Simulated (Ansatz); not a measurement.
# Cs3Li2Cl5 (Imm2), nudged elastic band: H transfer from Cl to Cl (q = +1), part 2 of 2

Aim: the barrier of one jump in Cs3Li2Cl5 (Imm2) at charge +1: H transfer from Cl to Cl. The model is a cell of 60 host atoms with 1 H put in; H is the atom that moves.

Ansatz 0.2.0; plane-wave PAW DFT, PBEsol; nudged elastic band between two relaxed defect structures at fixed charge in a uniform background.

So far, barrier forward (eV): step 4 (nudged elastic band, charge +1) 0.413.

## 5. Single point at the top of the path, PBEsol

A single point at the top of the band gives the levels near the gap and the populations there.

This step: plane-wave PAW DFT, PBEsol; single point of a defect supercell on a structure of the PBEsol path.

Input file qp1_c60k1s.top.probe/input.yaml:

```yaml
crystal:
  lattice:
    - [-7.26281086, 0.0, 10.05667359]
    - [-9.30598675, 0.0, -6.72045129]
    - [3.53696516, -11.88043227, 0.00400056]
  atoms:
    - { symbol: Cs, position: [0.20831983, 0.1729915, 0.75746953] }
    - { symbol: Cs, position: [0.28869273, 0.3084498, 0.24496934] }
[... 21 atom lines left out ...]
    - { symbol: Li, position: [0.48827319, 0.07989744, 0.42842824] }
    - { symbol: Li, position: [0.28701928, 0.36714658, 0.58172377] }
    - { symbol: Cl, position: [0.34054636, 0.17409067, 0.51700884] }
[... 1 atom line left out ...]
    - { symbol: Cl, position: [0.51199195, 0.41536204, 0.50678437] }
    - { symbol: Cl, position: [0.38508499, 0.43230723, 0.75332744] }
[... 4 atom lines left out ...]
    - { symbol: Li, position: [0.48519305, 0.66344731, 0.4310343] }
[... 1 atom line left out ...]
    - { symbol: Cl, position: [0.33368215, 0.65528383, 0.52259738] }
[... 8 atom lines left out ...]
    - { symbol: Li, position: [0.70377089, 0.36499979, 0.57731251] }
    - { symbol: Cl, position: [0.66599715, 0.15873837, 0.52085652] }
[... 9 atom lines left out ...]
    - { symbol: Cl, position: [0.6688961, 0.65989056, 0.51880332] }
[... 4 atom lines left out ...]
    - { symbol: H, position: [0.47437367, 0.36146891, 0.57689865] }
total_charge: 1
basis:
  ecutwfc: 420
  xc_grid: 2
hamiltonian:
  xc: pbesol
kpoints:
  mp_grid: { grid: [1, 1, 1], shift: [0.25, 0.25, 0.25] }
scf:
  occupations: { method: fixed }
  max_iter: 150
output:
  forces: true
  eigenvalues: true
  eigenstates: { localisation: true }
  populations: true
  write_density: true
  write_potential: true
  volumetric_format: npy
  elf: true
checkpoint:
  write: "../qp1_c60k1s.top.probe.run"
  compress: false
  write_wavefunctions: false
  write_every: 100000
```

Command:

```
> ansatz run input.yaml --threads 4 --pin off --max-ram 14131MiB --backend cpu --events-out ev --progress --plain --runs-dir out
```

It took 41 s on 4 threads of Arm Neoverse V1, shared host; peak memory 2.6 GiB; 2.6 min of CPU time.

This step gave:

| Quantity | Value |
| --- | --- |
| free energy | -134938.5057 eV |

From eigenstates.tsv, first k-point; energies on the run's zero. The participation number counts the atoms that a state is spread over, of 61; bands count from 0.

| spin | band | energy (eV) | occupation | participation | largest share on | share |
| --- | --- | --- | --- | --- | --- | --- |
| both | 198 | 2.325 | 2.00 | 11.1 | Cl10 | 0.16 |
| both | 199 | 2.341 | 2.00 | 11.9 | Cl40 | 0.14 |
| both | 200 | 2.358 | 2.00 | 9.5 | Cl50 | 0.16 |
| both | 201 | 2.370 | 2.00 | 6.3 | Cl10 | 0.30 |
| both | 202 | 2.385 | 2.00 | 6.1 | Cl20 | 0.28 |
| both | 203 | 2.465 | 2.00 | 8.3 | Cl20 | 0.17 |
| both | 204 | 7.446 | 0.00 | 4.3 | H61 | 0.36 |
| both | 205 | 8.196 | 0.00 | 40.5 | Cs2 | 0.05 |
| both | 206 | 8.287 | 0.00 | 47.2 | Cs1 | 0.05 |
| both | 207 | 8.439 | 0.00 | 46.1 | Cs1 | 0.06 |
| both | 208 | 8.587 | 0.00 | 34.6 | Cs1 | 0.07 |

Under PBEsol at one point at (¼, ¼, ¼), the highest filled state is spread over 8 of 61 atoms, and the lowest empty one, 4.98 eV above it, is spread over 4 of 61 atoms.

Löwdin populations of the atoms near the centre, and their excess over far atoms of the same element, which can also hold differences between inequivalent host sites (the log counts sites from 0):

| atom | distance from the centre (Å) | electrons | excess |
| --- | --- | --- | --- |
| Cl28 | 0.25 | 7.140 | -0.538 |
| H61 | 1.28 | 0.757 | - |
| Li45 | 2.65 | 2.329 | 0.000 |
| Li25 | 3.05 | 2.312 | -0.017 |
| Li34 | 3.29 | 2.331 | 0.002 |
| Cl26 | 3.34 | 7.629 | -0.049 |
| Cl46 | 3.51 | 7.641 | -0.037 |
| Cl36 | 3.56 | 7.643 | -0.035 |

Valence density in the ac plane at fractional y = 0.400, through the centre, with atoms of Li and Cl and H within 0.45 Å of it. It is the smooth field of the valence electrons, not physical close to the nuclei.

Values in e/Å³, 13 rows by 16 columns, each cell a mean:
```
0.1 0.0 0.1 0.4 0.4 0.1 0.0 0.1 0.3 0.4 0.2 0.0 0.0 0.1 0.4 0.3
0.1 0.1 0.1 0.1 0.1 0.1 0.1 0.1 0.1 0.1 0.1 0.1 0.1 0.1 0.1 0.1
0.9 0.9 0.2 0.0 0.1 0.6 1.1 0.4 0.0 0.1 0.5 1.2 0.7 0.1 0.0 0.2
1.4 1.1 0.2 0.0 0.2 1.1 1.4 0.4 0.0 0.1 0.7 1.4 0.6 0.1 0.0 0.3
0.3 0.2 0.0 0.0 0.2 0.3 0.3 0.1 0.1 0.1 0.1 0.3 0.1 0.0 0.0 0.1
1.3 0.1 0.3 0.2 1.0 0.3 0.1 0.7 1.1 0.4 0.2 1.0 0.2 0.4 0.2 0.4
0.1 0.9 1.2 0.9 0.1 0.0 0.1 1.2 1.4 0.7 0.1 0.1 1.0 1.2 0.9 0.1
0.1 0.9 1.1 0.5 0.1 0.0 0.1 0.4 0.4 0.1 0.0 0.1 0.8 1.1 0.4 0.0
0.1 0.1 0.1 0.1 0.2 0.2 0.0 0.0 0.0 0.1 0.2 0.1 0.1 0.1 0.1 0.1
0.2 0.0 0.0 0.2 0.5 0.4 0.1 0.0 0.1 0.4 0.5 0.1 0.0 0.1 0.2 0.5
0.1 0.0 0.0 0.1 0.2 0.1 0.0 0.0 0.1 0.2 0.2 0.1 0.0 0.0 0.1 0.2
0.0 0.0 0.0 0.0 0.0 0.0 0.0 0.0 0.0 0.0 0.0 0.0 0.0 0.0 0.0 0.0
0.1 0.0 0.1 0.2 0.3 0.1 0.0 0.1 0.2 0.3 0.2 0.1 0.0 0.1 0.3 0.2
```
Columns run along a (12.4 Å), rows up along c (12.4 Å). Atoms in or near the plane, at fractional coordinates: Li at (0.00, 0.56), Cl at (0.14, 0.46), Cl at (0.05, 0.76), Li at (0.29, 0.58), Cl at (0.51, 0.51), Cl at (0.39, 0.75), Li at (0.70, 0.58), Cl at (0.83, 0.47), Cl at (0.71, 0.76), H at (0.47, 0.58).

Electrostatic potential energy in the ac plane at fractional y = 0.400, through the centre, with atoms of Li and Cl and H within 0.45 Å of it. With pseudopotentials it is smooth inside the atoms' cores, unlike the true potential.

Ten even steps from '0' (-36 eV) to '9' (9 eV), each cell a mean:
```
99999987667899999986667899999876678
99999987778999999987788999999987788
99999999899999999999999999999998999
99999999999999999999999999999999999
85469999999975579999999843589999999
30028999999720048999998400179999998
30158999999610169999998511589999998
87899999999876799999999888999999999
88999999876789999999999877899999998
45899999743589987788998644689999986
35899888865789985223788755888789974
78873236888999972000589888862016888
99820004899999972002799999820005899
99830027999999997668999999841138999
99987789999999999999999999998899999
99999999988889999999988899999999999
89999999876788999999877789999999877
78999998765678999998765689999998766
89999999876789999998877789999998777
99999999988999999999888999999999888
99999999999999999999999999999999999
99999999999999999999999999999999999
99999999888999999998888999999998889
99999988767899999987678899999987778
```
Columns run along a (12.4 Å; values clipped at the 3rd and 97th percentile), rows up along c (12.4 Å). Atoms in or near the plane, at fractional coordinates: Li at (0.00, 0.56), Cl at (0.14, 0.46), Cl at (0.05, 0.76), Li at (0.29, 0.58), Cl at (0.51, 0.51), Cl at (0.39, 0.75), Li at (0.70, 0.58), Cl at (0.83, 0.47), Cl at (0.71, 0.76), H at (0.47, 0.58).

ELF in the ac plane at fractional y = 0.400, through the centre, with atoms of Li and Cl and H within 0.45 Å of it. It is the smooth field of the valence electrons, not physical close to the nuclei.

Ten even steps from '0' (0.01) to '9' (0.91), each cell a mean:
```
20000168998510000379997300000489997
10000158987300000268885100000378874
01110013541000100024420012210034420
57775200000256763100002578863000002
99998620014899998410037999997300037
98899730037998899610169987998400279
98898620158998898400268999986200379
99986200036899874100036888763000258
23331000001145412321001221100000012
63001331058300148976520166103443102
83157886224100279988971042168988504
01699899730001488558983003799899820
16996479851002699889961017996389840
16898799720001589998510016898898610
02689985100100024531000002588874100
10134420146652000000245420023210133
63000002689985100003789862000003788
84100004899984000014899972000026899
62000003789851000004799740000016898
20000001355310000001455300000003565
00000000000000000000000000000000000
00000000010000000000010000000000000
00010003565200110014664100000024653
10010037998410110148997300000168986
```
Columns run along a (12.4 Å), rows up along c (12.4 Å). Atoms in or near the plane, at fractional coordinates: Li at (0.00, 0.56), Cl at (0.14, 0.46), Cl at (0.05, 0.76), Li at (0.29, 0.58), Cl at (0.51, 0.51), Cl at (0.39, 0.75), Li at (0.70, 0.58), Cl at (0.83, 0.47), Cl at (0.71, 0.76), H at (0.47, 0.58).

The distance between the highest filled and the lowest empty level goes from 5.73 eV at the start to 4.98 eV at the top.

## 6. What came out

```
barrier forward                         : 0.41 eV (in doubt, see below)
barrier backward                        : 0.42 eV
end less start                          : 0.00 eV
hop length                              : 3.57 Å
band iterations, as the log counts them : 23
```

In words: The top of the band lies 0.41 eV above the start and 0.42 eV above the end, which are alike in energy and neighbours. In at least one step between neighbouring images a covalent bond changes partner or an atom goes far. The images sample such a step coarsely, so the top may lie higher. For hydrogen, zero-point energy and tunnelling change the rate much, so no rate follows from this barrier alone. At the top H61 stands 1.32 Å from its nearest Cl, 0.21 Å closer than at the start. The order of the top as a saddle was not checked for all atoms, so a bent path could be lower. No image-charge correction is applied; it largely cancels along a path if the charge stays localised alike. Limits: one k-point off the zone centre stands for the whole zone; spin–orbit coupling, which can matter with heavy atoms, is left out.

[Logs are printed without paths, hosts, clocks, repeated set-up lines and the standing remarks that a program may print on its own settings, such as how far it seeks lower states.]

[Hosts, paths, dates, database ids (printed as entryN), source tags and the programs' standing remarks are cut or masked in the printed files.]
